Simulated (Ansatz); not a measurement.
# Structural relaxation of C(111) slab, H on the bottom face (80 atoms)

Wanted: the relaxed structure of C(111) slab, H on the bottom face (80 atoms) and its electronic structure.

Program: Ansatz 0.2.0. Level of theory: Kohn-Sham DFT, LDA, PAW (set soft_2), plane waves. Results are calculated unless marked as measured.

### Step 1. Set-up

The cell holds 80 atoms: 64 C and 16 H. Its edges and angles: a = 10.089 Å, b = 10.089 Å, c = 13.664 Å, α = 90.0°, β = 90.0°, γ = 120.0°. It derives from C (diamond-structure). Diamond-structure C (a = 3.567 Å), (111) slab of 4 atomic planes, 4 x 4 surface cells, H on the broken bonds of the bottom face, 10 Å of vacuum; displaced by a Gaussian of 0.02 Å. Regions: slab, 64 atoms (64 C); hydrogen, 16 atoms (16 H). Vacuum lies along c.

Before any run, some limits are plain. The main run has no spin polarisation, so any moments at edges, vacancies or dangling bonds can't form in it.

### Step 2. Single point at the start

The forces at the start show how far the geometry lies from a minimum of this functional.

Input file input.yaml:

```yaml
crystal:
  lattice:
    - [10.089, 0.0, 0.0]
    - [-5.0445, 8.73733, 0.0]
    - [0.0, 0.0, 13.66426]
  atoms:
    - { symbol: C, position: [0.33637, 0.91712, 0.48357] }
    - { symbol: C, position: [0.25108, 0.00238, 0.44247] }
    - { symbol: C, position: [0.1632, 0.83218, 0.63608] }
    - { symbol: C, position: [0.3326, 0.91378, 0.59663] }
    [... 70 atom lines left out ...]
    - { symbol: H, position: [0.50003, 0.25206, 0.36731] }
    - { symbol: H, position: [0.74783, 0.49803, 0.36529] }
    - { symbol: H, position: [0.99639, 0.74903, 0.36516] }
    - { symbol: H, position: [0.74855, 0.25138, 0.36686] }
    - { symbol: H, position: [0.00342, 0.50247, 0.36537] }
    - { symbol: H, position: [0.9997, 0.25063, 0.3641] }
kpoints:
  mp_grid: { grid: [2, 2, 1] }
hamiltonian:
  xc: lda
scf:
  occupations: { method: fermi_dirac, width: 0.025 }
output:
  forces: true
  populations: true
  dos:
    method: { smearing: { sigma: 0.15 } }
    de: 0.1
    projected:
      site_lists:
        C: [C]
        H: [H]
        slab: [0, 1, 2, 3, 4, 5, 6, 7, 8, 9, 10, 11, 12, 13, 14, 15, 16, 17, 18, 19, 20, 21, 22, 23, 24, 25, 26, 27, 28, 29, 30, 31, 32, 33, 34, 35, 36, 37, 38, 39, 40, 41, 42, 43, 44, 45, 46, 47, 48, 49, 50, 51, 52, 53, 54, 55, 56, 57, 58, 59, 60, 61, 62, 63]
        hydrogen: [64, 65, 66, 67, 68, 69, 70, 71, 72, 73, 74, 75, 76, 77, 78, 79]
  eigenvalues: true
```

The run is started by

```console
$ ansatz run input.yaml --threads 4 --pin off --max-ram 8192MiB --backend cpu --events-out ev --progress --plain --runs-dir out
```

Elapsed: 59 s, on 4 threads of Arm Neoverse V1, shared host; peak memory 4.7 GiB; 3.8 min of CPU time.

Read from the output:

| Property | Result |
| --- | --- |
| free energy | -15758.0993 eV |
| free energy per atom | -196.9762 eV/atom |
| SCF cycles | 19 |
| r.m.s. force component | 1.938 eV/Å |
| longest force | 5.874 eV/Å |
| Fermi energy | 1.041 eV |
| levels partly filled by over 2 per cent | 44 |
| spilling of the projection | 0.00646 |

The r.m.s. force component of 1.9 eV/Å sets the starting point.

Neighbours are counted within 1.85 Å (C-C), 1.34 Å (C-H).

Length of the force by element and coordination:

```csv
element,coordination,atoms,mean length of the force (eV/Å),spread,least,most
C,all,64,3.38,1.52,0.568,5.87
C,3,16,4.51,0.247,4.03,4.96
C,4,48,3.00,1.58,0.568,5.87
H,all,16,0.853,0.800,0.196,2.71
```

### Step 3. Relaxation

With the cell held, the atoms are moved downhill towards a nearby minimum.

input.yaml, the sections that differ from step 2:

```yaml
output:
  forces: true
relax:
  f_tol: 0.03
  max_steps: 115
  constraints:
    - { sites: [0, 1, 4, 5, 8, 9, 12, 13, 16, 17, 20, 21, 24, 25, 28, 29, 32, 33, 36, 37, 40, 41, 44, 45, 48, 49, 52, 53, 56, 57, 60, 61, 64, 65, 66, 67, 68, 69, 70, 71, 72, 73, 74, 75, 76, 77, 78, 79], fix: xyz }
# crystal, kpoints, hamiltonian, scf: as in step 2
```

Wall time 2.1 min (4 threads); peak memory 4.6 GiB; 8 min of CPU time.

Relaxation path:

```csv
step,energy less that of the first step (eV),largest force component, free atoms (eV/Å)
1,0.0000,5.8135
2,-7.8853,3.2765
3,-10.0795,0.8902
4,-10.2359,0.7543
5,-10.2934,0.0448
6,-10.2940,0.0232
```

The atoms that moved most (Å):

```csv
atom,dx,dy,dz,length
C55,0.046,0.022,-0.183,0.190
C31,0.047,0.009,-0.184,0.190
C19,0.010,0.004,-0.189,0.189
C3,0.044,0.013,-0.181,0.187
C15,0.019,0.019,-0.182,0.184
C7,0.027,0.015,-0.182,0.184
C27,-0.006,0.016,-0.179,0.180
C39,0.044,0.008,-0.171,0.177
```

The relaxation changed the energy by -129 meV/atom, and atoms moved by 0.091 Å r.m.s., 0.19 Å at most.

### Step 4. Local order after relaxation

Bonds before and after, by the cutoffs listed below:

```csv
pair,bonds before,bonds after,mean before (Å),mean after (Å),spread before (Å),spread after (Å)
C-C,112,112,1.546,1.530,0.030,0.058
C-H,16,16,1.095,1.095,0.029,0.029
```

Normalised to the volume that the atoms fill. g(r), total and by pair (bins of 0.2 Å):

```csv
r (Å),total,C-C,C-H,H-H
1.00,0.38,0.00,1.19,0.00
1.20,0.43,0.00,1.35,0.00
1.40,1.40,2.19,0.00,0.00
1.60,1.53,2.39,0.00,0.00
1.80,0.00,0.00,0.00,0.00
2.00,0.01,0.00,0.04,0.00
2.20,0.61,0.00,1.91,0.00
2.40,0.81,1.09,0.00,2.73
2.60,2.46,3.25,0.08,8.75
2.80,1.12,0.58,2.34,0.00
3.00,1.32,2.06,0.00,0.00
3.20,0.06,0.00,0.18,0.00
3.40,0.42,0.34,0.65,0.00
3.60,0.48,0.39,0.72,0.00
3.80,1.08,1.37,0.63,0.00
4.00,0.11,0.16,0.01,0.00
4.20,0.52,0.29,1.04,0.08
4.40,1.49,1.63,0.92,3.75
4.60,0.82,0.83,0.90,0.00
4.80,0.02,0.03,0.00,0.00
5.00,0.80,0.70,0.73,2.82
5.20,0.92,0.76,1.35,0.06
5.40,0.28,0.24,0.39,0.00
5.60,0.42,0.54,0.22,0.00
5.80,0.37,0.57,0.00,0.00
6.00,0.09,0.01,0.25,0.00
6.20,0.38,0.29,0.62,0.00
6.40,0.44,0.51,0.36,0.00
```

Bonds by pair of elements; cutoffs follow the first minimum of g(r), held within bounds set by covalent radii, and pairs that aren't listed don't count as bonded:

```csv
pair A-B,cutoff (Å),bonds,mean length (Å),spread (Å),shortest (Å),B about A,A about B
C-C,1.85,112,1.53,0.058,1.47,3.5,3.5
C-H,1.34,16,1.09,0.029,1.03,0.25,1
```

How many atoms have how many bonded neighbours:

```csv
element,mean,1,3,4
C,3.75,0,16,48
H,1,16,0,0
```

Bond angles, per cent of each kind in bins of 5°:

```csv
angle (°),C-C-C,C-C-H
95–100,7.6,0.0
100–105,9.4,4.2
105–110,31.2,58.3
110–115,18.4,37.5
115–120,33.3,0.0
```

Bond angles (no mean is given where the spread exceeds 20°):

```csv
angle,count,mean (°),spread (°)
C-C-C,288,110,5.8
C-C-H,48,109,2.2
```

Bond length by coordination (bonds to H left out):

```csv
element,coordination,atoms,mean bond length (Å)
C,3,16,1.48
C,4,48,1.54
```

With the cutoffs above, 75 % of C atoms have 4 and all H atoms have 1 bonded neighbour. The C-C-C angle averages 110° with a spread of 6°.

### Step 5. Single point at the relaxed geometry

The electronic structure is read at the final geometry, in a run of its own.

Input file input.yaml:

```yaml
crystal:
  lattice:
    - [10.089, 0.0, 0.0]
    - [-5.0445, 8.73733, 0.0]
    - [0.0, 0.0, 13.66426]
  atoms:
    - { symbol: C, position: [0.33637, 0.91712, 0.48357] }
    - { symbol: C, position: [0.25108, 0.00238, 0.44247] }
    - { symbol: C, position: [0.16832, 0.8337, 0.62285] }
    - { symbol: C, position: [0.33476, 0.91693, 0.60142] }
    [... 70 atom lines left out ...]
    - { symbol: H, position: [0.50003, 0.25206, 0.36731] }
    - { symbol: H, position: [0.74783, 0.49803, 0.36529] }
    - { symbol: H, position: [0.99639, 0.74903, 0.36516] }
    - { symbol: H, position: [0.74855, 0.25138, 0.36686] }
    - { symbol: H, position: [0.00342, 0.50247, 0.36537] }
    - { symbol: H, position: [0.9997, 0.25063, 0.3641] }
kpoints:
  mp_grid: { grid: [2, 2, 1] }
hamiltonian:
  xc: lda
scf:
  occupations: { method: fermi_dirac, width: 0.025 }
output:
  forces: true
  populations: true
  dos:
    method: { smearing: { sigma: 0.1 } }
    de: 0.1
    projected:
      site_lists:
        C: [C]
        H: [H]
        slab: [0, 1, 2, 3, 4, 5, 6, 7, 8, 9, 10, 11, 12, 13, 14, 15, 16, 17, 18, 19, 20, 21, 22, 23, 24, 25, 26, 27, 28, 29, 30, 31, 32, 33, 34, 35, 36, 37, 38, 39, 40, 41, 42, 43, 44, 45, 46, 47, 48, 49, 50, 51, 52, 53, 54, 55, 56, 57, 58, 59, 60, 61, 62, 63]
        hydrogen: [64, 65, 66, 67, 68, 69, 70, 71, 72, 73, 74, 75, 76, 77, 78, 79]
  eigenvalues: true
  write_density: true
  write_potential: true
  volumetric_format: npy
```

It took 59 s on 4 threads; peak memory 4.7 GiB.

The program notes that the exchange-correlation potential is rough where the density is thin.

The run gave:

```
free energy                             : -15768.3933 eV
free energy per atom                    : -197.1049 eV/atom
SCF cycles                              : 13
r.m.s. force component                  : 0.9429 eV/Å
longest force                           : 5.194 eV/Å
Fermi energy                            : 1.988 eV
levels partly filled by over 2 per cent : 15
spilling of the projection              : 0.007086
```

Neighbours are counted within 1.85 Å (C-C), 1.34 Å (C-H), the cutoffs taken from the relaxation.

Length of the force by element and coordination:

```csv
element,coordination,atoms,mean length of the force (eV/Å),spread,least,most
C,all,64,1.11,1.34,0.0033,5.19
C,3,16,0.0085,0.0051,0.0033,0.0244
C,4,48,1.48,1.36,0.0061,5.19
H,all,16,0.816,0.761,0.06,2.61
```

Löwdin charges by element and coordination (they lack the spilled electrons, 0.024 e an atom on average):

```csv
element,coordination,atoms,mean charge (e),spread,least,most
C,all,64,-0.0159,0.0929,-0.177,0.0943
C,3,16,-0.0295,0.0084,-0.047,-0.0119
C,4,48,-0.0113,0.107,-0.177,0.0943
H,all,16,0.184,0.0111,0.172,0.208
```

By region:

```csv
region,atoms,mean length of the force (eV/Å)
slab,64,1.11
hydrogen,16,0.816
```

Density of states as counts of states in windows of 1 eV (from the Fermi level), total and the larger projections:

```csv
from (eV),to (eV),total,slab,C p,C s,H s,hydrogen
-18,-17,7.6,7.2,2.5,4.7,0.3,0.3
-17,-16,13.0,12.6,5.2,7.4,0.3,0.3
-16,-15,10.3,9.9,4.1,5.8,0.3,0.3
-15,-14,11.9,11.3,5.2,6.1,0.6,0.6
-14,-13,5.9,5.8,4.1,1.7,0.1,0.1
-13,-12,10.4,10.1,6.5,3.6,0.3,0.3
-12,-11,16.1,15.1,10.2,4.9,0.9,0.9
-11,-10,18.2,16.7,12.6,4.1,1.4,1.4
-10,-9,8.0,7.2,6.0,1.2,0.8,0.8
-9,-8,27.0,25.7,22.7,2.9,1.1,1.1
-8,-7,18.5,17.0,16.0,1.0,1.4,1.4
-7,-6,27.0,25.0,23.4,1.6,1.8,1.8
-6,-5,38.9,35.8,34.6,1.2,2.9,2.9
-5,-4,12.6,12.5,12.2,0.3,0.1,0.1
-4,-3,6.5,6.4,6.2,0.2,0.0,0.0
-3,-2,3.9,3.9,3.9,0.0,0.0,0.0
-2,-1,0.0,0.0,0.0,0.0,0.0,0.0
-1,0,15.2,14.6,13.6,1.0,0.2,0.2
0,1,16.8,14.8,13.7,1.1,1.5,1.5
1,2,0.0,0.0,0.0,0.0,0.0,0.0
2,3,9.4,3.2,2.3,0.8,1.8,1.8
3,4,6.7,1.6,1.0,0.6,1.7,1.7
4,5,19.4,9.2,6.1,3.1,1.4,1.4
```

Between -22 and -18 eV lie 20 more states.

The levels nearest the highest filled one (over half full), pooled over k-points and spins:

```csv
level less the highest filled one (eV),occupation
-0.0313,1.74
-0.0197,1.61
-0.0172,1.58
-0.0158,1.56
-0.0071,1.43
0,1.30
0.240,0
0.242,0
0.253,0
0.264,0
0.271,0
0.275,0
```

Planar average of the electrostatic potential energy along the normal, with the Fermi level as zero, after a running mean with a triangular window 4 Å wide at its base:

```csv
height (Å),potential energy (eV)
0.0,3.63
0.4,3.49
0.7,3.39
1.1,3.25
1.6,3.10
2.0,2.94
2.3,2.83
2.7,2.62
3.1,2.27
3.4,1.94
3.8,1.19
4.3,-0.23
4.7,-2.48
5.0,-4.22
5.4,-6.72
5.8,-9.01
6.1,-10.29
6.5,-11.64
7.0,-12.11
7.4,-12.01
7.7,-11.82
8.1,-11.12
8.5,-9.31
8.8,-7.44
9.3,-4.33
9.7,-1.31
10.1,1.44
10.4,2.87
10.8,4.04
11.2,4.31
11.5,4.29
12.0,4.19
12.4,4.06
12.8,3.92
13.1,3.82
13.5,3.68
```

Mean Löwdin charges: C -0.02, H +0.18 e (they miss 0.71 % of the electrons, so they add up to more than the cell's charge). Charges this small depend on the projection, at times even in sign. Within 0.4 eV of the Fermi level the largest share is C p (89 % of the projected weight). The potential slopes across the vacuum by 0.34 eV/Å: the slab bears a dipole, and with periodic images along the normal there is no flat vacuum level to read.

### Step 6. Results

| Property | Result |
| --- | --- |
| energy change in the relaxation | -128.7 meV/atom |
| r.m.s. displacement | 0.091 Å |
| largest displacement | 0.19 Å |
| free energy per atom | -197.1049 eV/atom |
| r.m.s. force component | 0.9429 eV/Å |
| wall time of the 3 DFT runs | 4.1 min |

Relaxation lowers the energy by 129 meV/atom and moves atoms by 0.091 Å r.m.s.; the r.m.s. force component goes from 1.9 to 0.94 eV/Å, held atoms included. By the final cutoffs no bond was broken or made. From the first step to the last the energy fell by 10.294 eV, and the largest move was 0.19 Å (C55, with 2 other atoms within 2 % of it). The C-C bonds change most in mean length: from 1.546 Å (spread 0.030) to 1.530 Å (spread 0.058). With the cutoffs above, 75 % of C atoms have 4 and all H atoms have 1 bonded neighbour. Levels near the Fermi energy are neither full nor empty under the smearing, so no gap is quoted.

What to keep in mind: The slab bears a dipole and has periodic images along its normal, so a spurious field crosses the vacuum. 48 atoms were held in place, and force statistics include the forces on them.

[Logs are printed without paths, hosts, clocks, repeated set-up lines and the standing remarks that a program may print on its own settings, such as how far it seeks lower states.]

[Hosts, paths, dates, database ids (printed as entryN), source tags and the programs' standing remarks are cut or masked in the printed files.]
